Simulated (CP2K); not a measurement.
Trifluoromethylacetaldehyde has these distinct C atoms: C2 (bonded to C, O and H), C3 (bonded to 2 C and 2 H) and C4 (bonded to C and 3 F).

```xyz
10

O     2.3930    0.1714   -0.5767
C     1.3904    0.3351    0.0889
C     0.1956   -0.5938   -0.0028
C    -1.1125    0.1580   -0.0770
F    -2.1640   -0.7146   -0.1267
F    -1.2782    0.9675    1.0233
F    -1.1872    0.9659   -1.1855
H     1.3081    1.1734    0.8195
H     0.2970   -1.2526   -0.8725
H     0.1577   -1.2103    0.9094
```

Their partial C K spectra (CP2K XAS_TDP, all-electron GAPW, PBEh(45%), aug-cc-pVDZ, TDA, GW2X-corrected core level, no relativity) are given in random order, each times the number of alike atoms.

Gaussian full width 0.5 eV, oscillator strength per eV, alike atoms added, rows of zeros left out:

```csv
E (eV),curve 1,curve 2,curve 3
288.00,0.002,0.000,0.000
288.25,0.031,0.000,0.000
288.50,0.110,0.000,0.000
288.75,0.100,0.000,0.000
289.00,0.023,0.000,0.000
289.25,0.001,0.000,0.000
291.00,0.000,0.006,0.000
291.25,0.000,0.026,0.000
291.50,0.000,0.037,0.000
291.75,0.000,0.046,0.000
292.00,0.000,0.043,0.000
292.25,0.000,0.020,0.000
292.50,0.000,0.022,0.000
292.75,0.000,0.017,0.000
293.00,0.000,0.014,0.000
293.25,0.000,0.019,0.000
293.50,0.000,0.016,0.000
293.75,0.004,0.016,0.000
294.00,0.020,0.011,0.000
294.25,0.025,0.016,0.000
294.50,0.009,0.032,0.000
294.75,0.005,0.035,0.000
295.00,0.004,0.033,0.000
295.25,0.004,0.029,0.000
295.50,0.012,0.023,0.000
295.75,0.023,0.014,0.000
296.00,0.032,0.018,0.000
296.25,0.029,0.028,0.006
296.50,0.019,0.023,0.059
296.75,0.018,0.012,0.192
297.00,0.020,0.008,0.227
297.25,0.022,0.005,0.113
297.50,0.021,0.003,0.084
297.75,0.012,0.002,0.061
298.00,0.008,0.003,0.013
298.25,0.005,0.008,0.011
298.50,0.006,0.013,0.038
298.75,0.008,0.021,0.036
299.00,0.009,0.026,0.018
299.25,0.014,0.027,0.036
299.50,0.016,0.023,0.033
```

Which curve belongs to which atom?

Curve 1: C2 (bonded to C, O and H), leading line at 288.61 eV (f = 0.067 an atom), ionisation energy 296.37 eV, term value 7.76 eV. Curve 2: C3 (bonded to 2 C and 2 H), leading line at 291.40 eV (f = 0.017 an atom), ionisation energy 293.92 eV, term value 2.52 eV. Curve 3: C4 (bonded to C and 3 F), leading line at 296.78 eV (f = 0.060 an atom), ionisation energy 300.66 eV, term value 3.88 eV. The leading line of an atom is its first one with 35 % of the strongest within 2.5 eV of its lowest line over the strength cut. A line lies at the core ionisation energy, which rises as an atom loses charge to its neighbours or to a π system, less the term value, which is large for a low π* or σ* orbital with weight on that atom.

[Banner, clock and machine lines of the logs are left out without a mark of their own.]

[Logs are printed without paths, hosts, clocks, repeated set-up lines and the standing remarks that a program may print on its own settings, such as how far it seeks lower states.]

[Hosts, paths, dates, database ids (printed as entryN), source tags and the programs' standing remarks are cut or masked in the printed files.]
